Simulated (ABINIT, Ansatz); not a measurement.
# KCl (Sylvite): G0W0 on several meshes in ABINIT, part 2 of 2

Wanted: mesh dependence and cost of G0W0 for KCl (Sylvite).

ABINIT 10.8.3; PBE and many-body steps on it, plane waves. Known limits of the many-body steps: not at the basis limit.

So far. Step 4 (4×4×4): The gap on the mesh goes from 5.19 eV to 7.96 eV, a correction of +2.78 eV. Step 5 (Empty states on the mesh, 6×6×6 mesh, 91 bands): On this mesh the gap is 5.189 eV.

**6. Screening, 6×6×6 mesh, 83 bands, screening to 141.5 eV**

This step: RPA screening on PBE, plane waves, norm-conserving pseudopotentials.

Contents of run.abi:

```
acell 3*1.0 Angstrom
rprim 
  -0.000000000000 3.146470000000 3.146470000000
  3.146470000000 0.000000000000 3.146470000000
  3.146470000000 3.146470000000 -0.000000000000
ntypat 2
znucl 19 17
natom 2
typat 1 2
xred 
  0.000000000000 0.000000000000 0.000000000000
  0.500000000000 0.500000000000 0.500000000000
pp_dirpath "pseudos"
pseudos "K.upf, Cl.upf"
ecut 33
ngkpt 6 6 6
nshiftk 1
shiftk 0 0 0
kptopt 1
chksymbreak 0
istwfk *1
occopt 1
irdwfk 1
optdriver 3
nband 83
ecuteps 5.2
inclvkb 2
awtr 1
symchi 1
indata_prefix "in"
outdata_prefix "out"
tmpdata_prefix "tmp"
```

Launch:

```console
$ OMP_NUM_THREADS=1 mpirun -n 4 abinit run.abi > log
```

Numbers of over 12 decimals in the logs are rounded to 6 here.

Log:

```text
.Version 10.8.3 of ABINIT. v10.8.2 released Aug 2026.

 Symmetries : space group Fm -3 m (#225); Bravais cF (face-center cubic)
[... echo of the input left out ...]
== DATASET  1 ==================================================================
-   mpi_nproc: 4, omp_nthreads: 1 (-1 if OMP is not activated)

--- !DatasetInfo
iteration_state: {dtset: 1, }
dimensions: {natom: 2, nkpt: 16, mband: 83, nsppol: 1, nspinor: 1, nspden: 1, mpw: 3839, }
cutoff_energies: {ecut:  33.0, pawecutdg:  -1.0, }
electrons: {nelect:   1.60000000E+01, charge:   0.00000000E+00, occopt:   1.00000000E+00, tsmear:   1.00000000E-02, }

 SCREENING: Calculation of the susceptibility and dielectric matrices

 Based on a program developped by R.W. Godby, V. Olevano, G. Onida, and L. Reining.
 Incorporated in ABINIT by V. Olevano, G.-M. Rignanese, and M. Torrent.
.Using double precision arithmetic ; gwpc =  8

[... cell and pseudopotentials left out ...]
--------------------------------------------------------------------------------

 ==== K-mesh for the wavefunctions ====
 Number of points in the irreducible wedge :    16
[... list of points left out ...]
 Together with 48 symmetry operations and time-reversal symmetry
 yields   216 points in the full Brillouin Zone.

 ==== Q-mesh for the screening function ====
 Number of points in the irreducible wedge :    16
[... list of points left out ...]
 Together with 48 symmetry operations and time-reversal symmetry
 yields   216 points in the full Brillouin Zone.

 setmesh: FFT mesh size selected  =    32x   32x   32
          total number of points  =        32768

 vcoul_init : cutoff-mode = AUXILIARY_FUNCTION
 q-points for optical limit:   1
     1)      0.000010    0.000020    0.000030

- screening: taking advantage of time-reversal symmetry
- Maximum band index for partially occupied states nbvw = 8
- Remaining bands to be divided among processors   nbcw = 75
- Number of bands treated by each node ~18

 Number of electrons calculated from density =   16.0000; Expected =   16.0000
 average of density, n =  0.038056
 r_s =    1.8443
 omega_plasma =   18.8177 [eV]

 calculating chi0 at frequencies [eV] :
  1    0.000000E+00    0.000000E+00
  2    0.000000E+00    1.881772E+01

--------------------------------------------------------------------------------
  q-point number  1        q = ( 0.000000, 0.000000, 0.000000) [r.l.u.]
--------------------------------------------------------------------------------
[... chi0 elements left out ...]
 For q-point:  0.000010 0.000020 0.000030
  dielectric constant =   2.1694
  dielectric constant without local fields =   2.5757

  Average fulfillment of the sum rule on Im[epsilon] for q-point    1 :     64.97  [%]
[... wings left out ...]
  q-point number  2        q = ( 0.166667, 0.000000, 0.000000) [r.l.u.]
--------------------------------------------------------------------------------
[... chi0 elements left out ...]
  Average fulfillment of the sum rule on Im[epsilon] for q-point    2 :     77.37  [%]

 [... 14 further q-points ...]
```

Run time: 3 min. Hardware: 4 MPI ranks of Intel Xeon Platinum 8259CL at 2.50GHz (Skylake/Cascade Lake), shared host; peak memory 1.5 GiB; 12 min of CPU time.

Numbers from this step:

* ε∞ with local fields, on this mesh, along the program's q direction: 2.169
* the same without local fields: 2.576
* plasma frequency: 18.82 eV
* plane waves in the screening matrix: 259

**7. 6×6×6**

This step: G0W0 on PBE, plane waves, norm-conserving pseudopotentials.

run.abi: that of step 6 with these lines changed.

```diff
@@ -23,8 +23,15 @@
 irdwfk 1
-optdriver 3
+optdriver 4
 nband 83
+gwcalctyp 0
+ecutsigx 33
+symsigma 1
+nkptgw 1
+kptgw 
+  0.0000000000 0.0000000000 0.0000000000
+bdgw 
+  6 12
 ecuteps 5.2
-inclvkb 2
-awtr 1
-symchi 1
+irdscr 1
+ppmodel 1
 indata_prefix "in"
```

Log:

```text
.Version 10.8.3 of ABINIT. v10.8.2 released Aug 2026.

 Symmetries : space group Fm -3 m (#225); Bravais cF (face-center cubic)
[... echo of the input left out ...]
== DATASET  1 ==================================================================
-   mpi_nproc: 4, omp_nthreads: 1 (-1 if OMP is not activated)

--- !DatasetInfo
iteration_state: {dtset: 1, }
dimensions: {natom: 2, nkpt: 16, mband: 83, nsppol: 1, nspinor: 1, nspden: 1, mpw: 3839, }
cutoff_energies: {ecut:  33.0, pawecutdg:  -1.0, }
electrons: {nelect:   1.60000000E+01, charge:   0.00000000E+00, occopt:   1.00000000E+00, tsmear:   1.00000000E-02, }

 SIGMA: Calculation of the GW corrections

 Based on a program developped by R.W. Godby, V. Olevano, G. Onida, and L. Reining.
 Incorporated in ABINIT by V. Olevano, G.-M. Rignanese, and M. Torrent.
.Using double precision arithmetic ; gwpc =  8

[... cell and pseudopotentials left out ...]
--------------------------------------------------------------------------------

 ==== K-mesh for the wavefunctions ====
 Number of points in the irreducible wedge :    16
[... list of points left out ...]
 Together with 48 symmetry operations and time-reversal symmetry
 yields   216 points in the full Brillouin Zone.

 ==== Q-mesh for screening function ====
 Number of points in the irreducible wedge :    16
[... list of points left out ...]
 Together with 48 symmetry operations and time-reversal symmetry
 yields   216 points in the full Brillouin Zone.

 vcoul_init : cutoff-mode = AUXILIARY_FUNCTION
 q-points for optical limit:   1
     1)      0.000010    0.000020    0.000030
 setmesh: FFT mesh size selected  =    45x   45x   45
          total number of points  =        91125

 Number of electrons calculated from density =   16.0000; Expected =   16.0000
[...]
number of q-points in BZ                          216
 number of frequencies for dSigma/dE                 9
 frequency step for dSigma/dE [eV]                0.25
 number of omega for Sigma on real axis              0
 max omega for Sigma on real axis  [eV]           0.00
 zcut for avoiding poles [eV]                     0.10

 EPSILON^-1 parameters (SCR file):
 dimension of the eps^-1 matrix on file            259
 dimension of the eps^-1 matrix used               259
 number of plane-waves for wavefunctions          3839
 number of bands                                    83
 number of q-points in IBZ                          16
 number of frequencies                               2
 number of real frequencies                          1
 number of imag frequencies                          1

 matrix elements of self-energy operator (all in [eV])

 Perturbative Calculation

--- !SelfEnergy_ee
iteration_state: {dtset: 1, }
kpoint     : [   0.000,    0.000,    0.000, ]
spin       : 1
KS_gap     :    5.190
QP_gap     :    7.980
Delta_QP_KS:    2.790
data: !SigmaeeData |
     Band     E0 <VxcDFT>   SigX SigC(E0)      Z dSigC/dE  Sig(E)    E-E0       E
        6  -0.231 -14.147 -18.720   2.088   0.810  -0.234 -16.161  -2.013  -2.245
        7  -0.231 -14.147 -18.720   2.088   0.810  -0.234 -16.161  -2.013  -2.245
        8  -0.231 -14.147 -18.720   2.088   0.810  -0.234 -16.161  -2.013  -2.245
        9   4.958  -6.955  -3.273  -2.793   0.874  -0.144  -6.178   0.777   5.735
       10   8.135  -8.957  -4.059  -2.832   0.870  -0.149  -7.160   1.797   9.932
       11   8.135  -8.957  -4.059  -2.832   0.870  -0.149  -7.160   1.797   9.932
       12   8.135  -8.957  -4.059  -2.832   0.870  -0.149  -7.160   1.797   9.932

== END DATASET(S) ==============================================================
================================================================================

 -outvars: echo values of variables after computation  --------
           etotal      0.0000000000E+00
            nband          83
             nkpt          16
          spgroup         225
 [... the other variables as echoed above ...]

 Calculation completed.
```

Wall time 14 s (4 MPI ranks); peak memory 1.4 GiB.

This step gave:

```
G0W0 gap on the points computed              : 7.98 eV
starting gap on the mesh                     : 5.189 eV
k of the valence top                         : 0, 0, 0
k of the conduction bottom                   : 0, 0, 0
Z at the valence top                         : 0.81
Z at the conduction bottom                   : 0.874
least direct G0W0 gap on the computed points : 7.98 eV
```

Against G0W0 in ABINIT (4×4×4 mesh, 83 bands, screening to 141.5 eV, Godby-Needs plasmon pole), the gap moves by +0.015 eV.

**8. The runs together**

Times are wall times on 4 MPI ranks of Intel Xeon Platinum 8259CL at 2.50GHz (Skylake/Cascade Lake), shared host, good to a factor of about two. A run's time includes the screening step that it read.

```csv
run,mesh,bands,screening cutoff (eV),DFT gap (eV),gap on the mesh (eV),direct (eV),ε∞ used,time
4×4×4,4×4×4,83,141.5,5.190,7.965,7.965,2.18,41 s
6×6×6,6×6×6,83,141.5,5.189,7.980,7.980,2.17,3.2 min
```

**9. Results**

* 4×4×4: 7.965 eV
* 6×6×6: 7.980 eV
* known limits: not at the basis limit

6×6×6: +0.015 eV against 4×4×4. Bands and cutoff are finite, so the gap is not at the basis limit. The miss can reach some tenths of an eV and take either sign; the mesh is an error of its own. In the first G0W0 run levels were corrected at 1 k point alone, so a gap called «on the mesh» is the least over those, and an edge elsewhere would be missed.

[Paths, hosts, dates, memory and timing lines, banners, echoed tables and standing remarks are left out of the program output.]

[Logs are printed without paths, hosts, clocks, repeated set-up lines and the standing remarks that a program may print on its own settings, such as how far it seeks lower states.]

[Runs of the session that timed out or met a known fault of the program may be left out.]

[No measured gap is set beside runs whose start may be inverted or whose files or cutoffs have a known fault.]

[Hosts, paths, dates, database ids (printed as entryN), source tags and the programs' standing remarks are cut or masked in the printed files.]

[G0W0 gaps are taken among the corrected bands and points alone; a level outside them can change the order at an edge.]

[Where Ansatz stands beside ABINIT at settings called matched, ABINIT's density can come from a denser mesh and the files from another edition; pairs whose starting gaps differed by over 0.03 eV were left out, so agreement reads better than it is.]
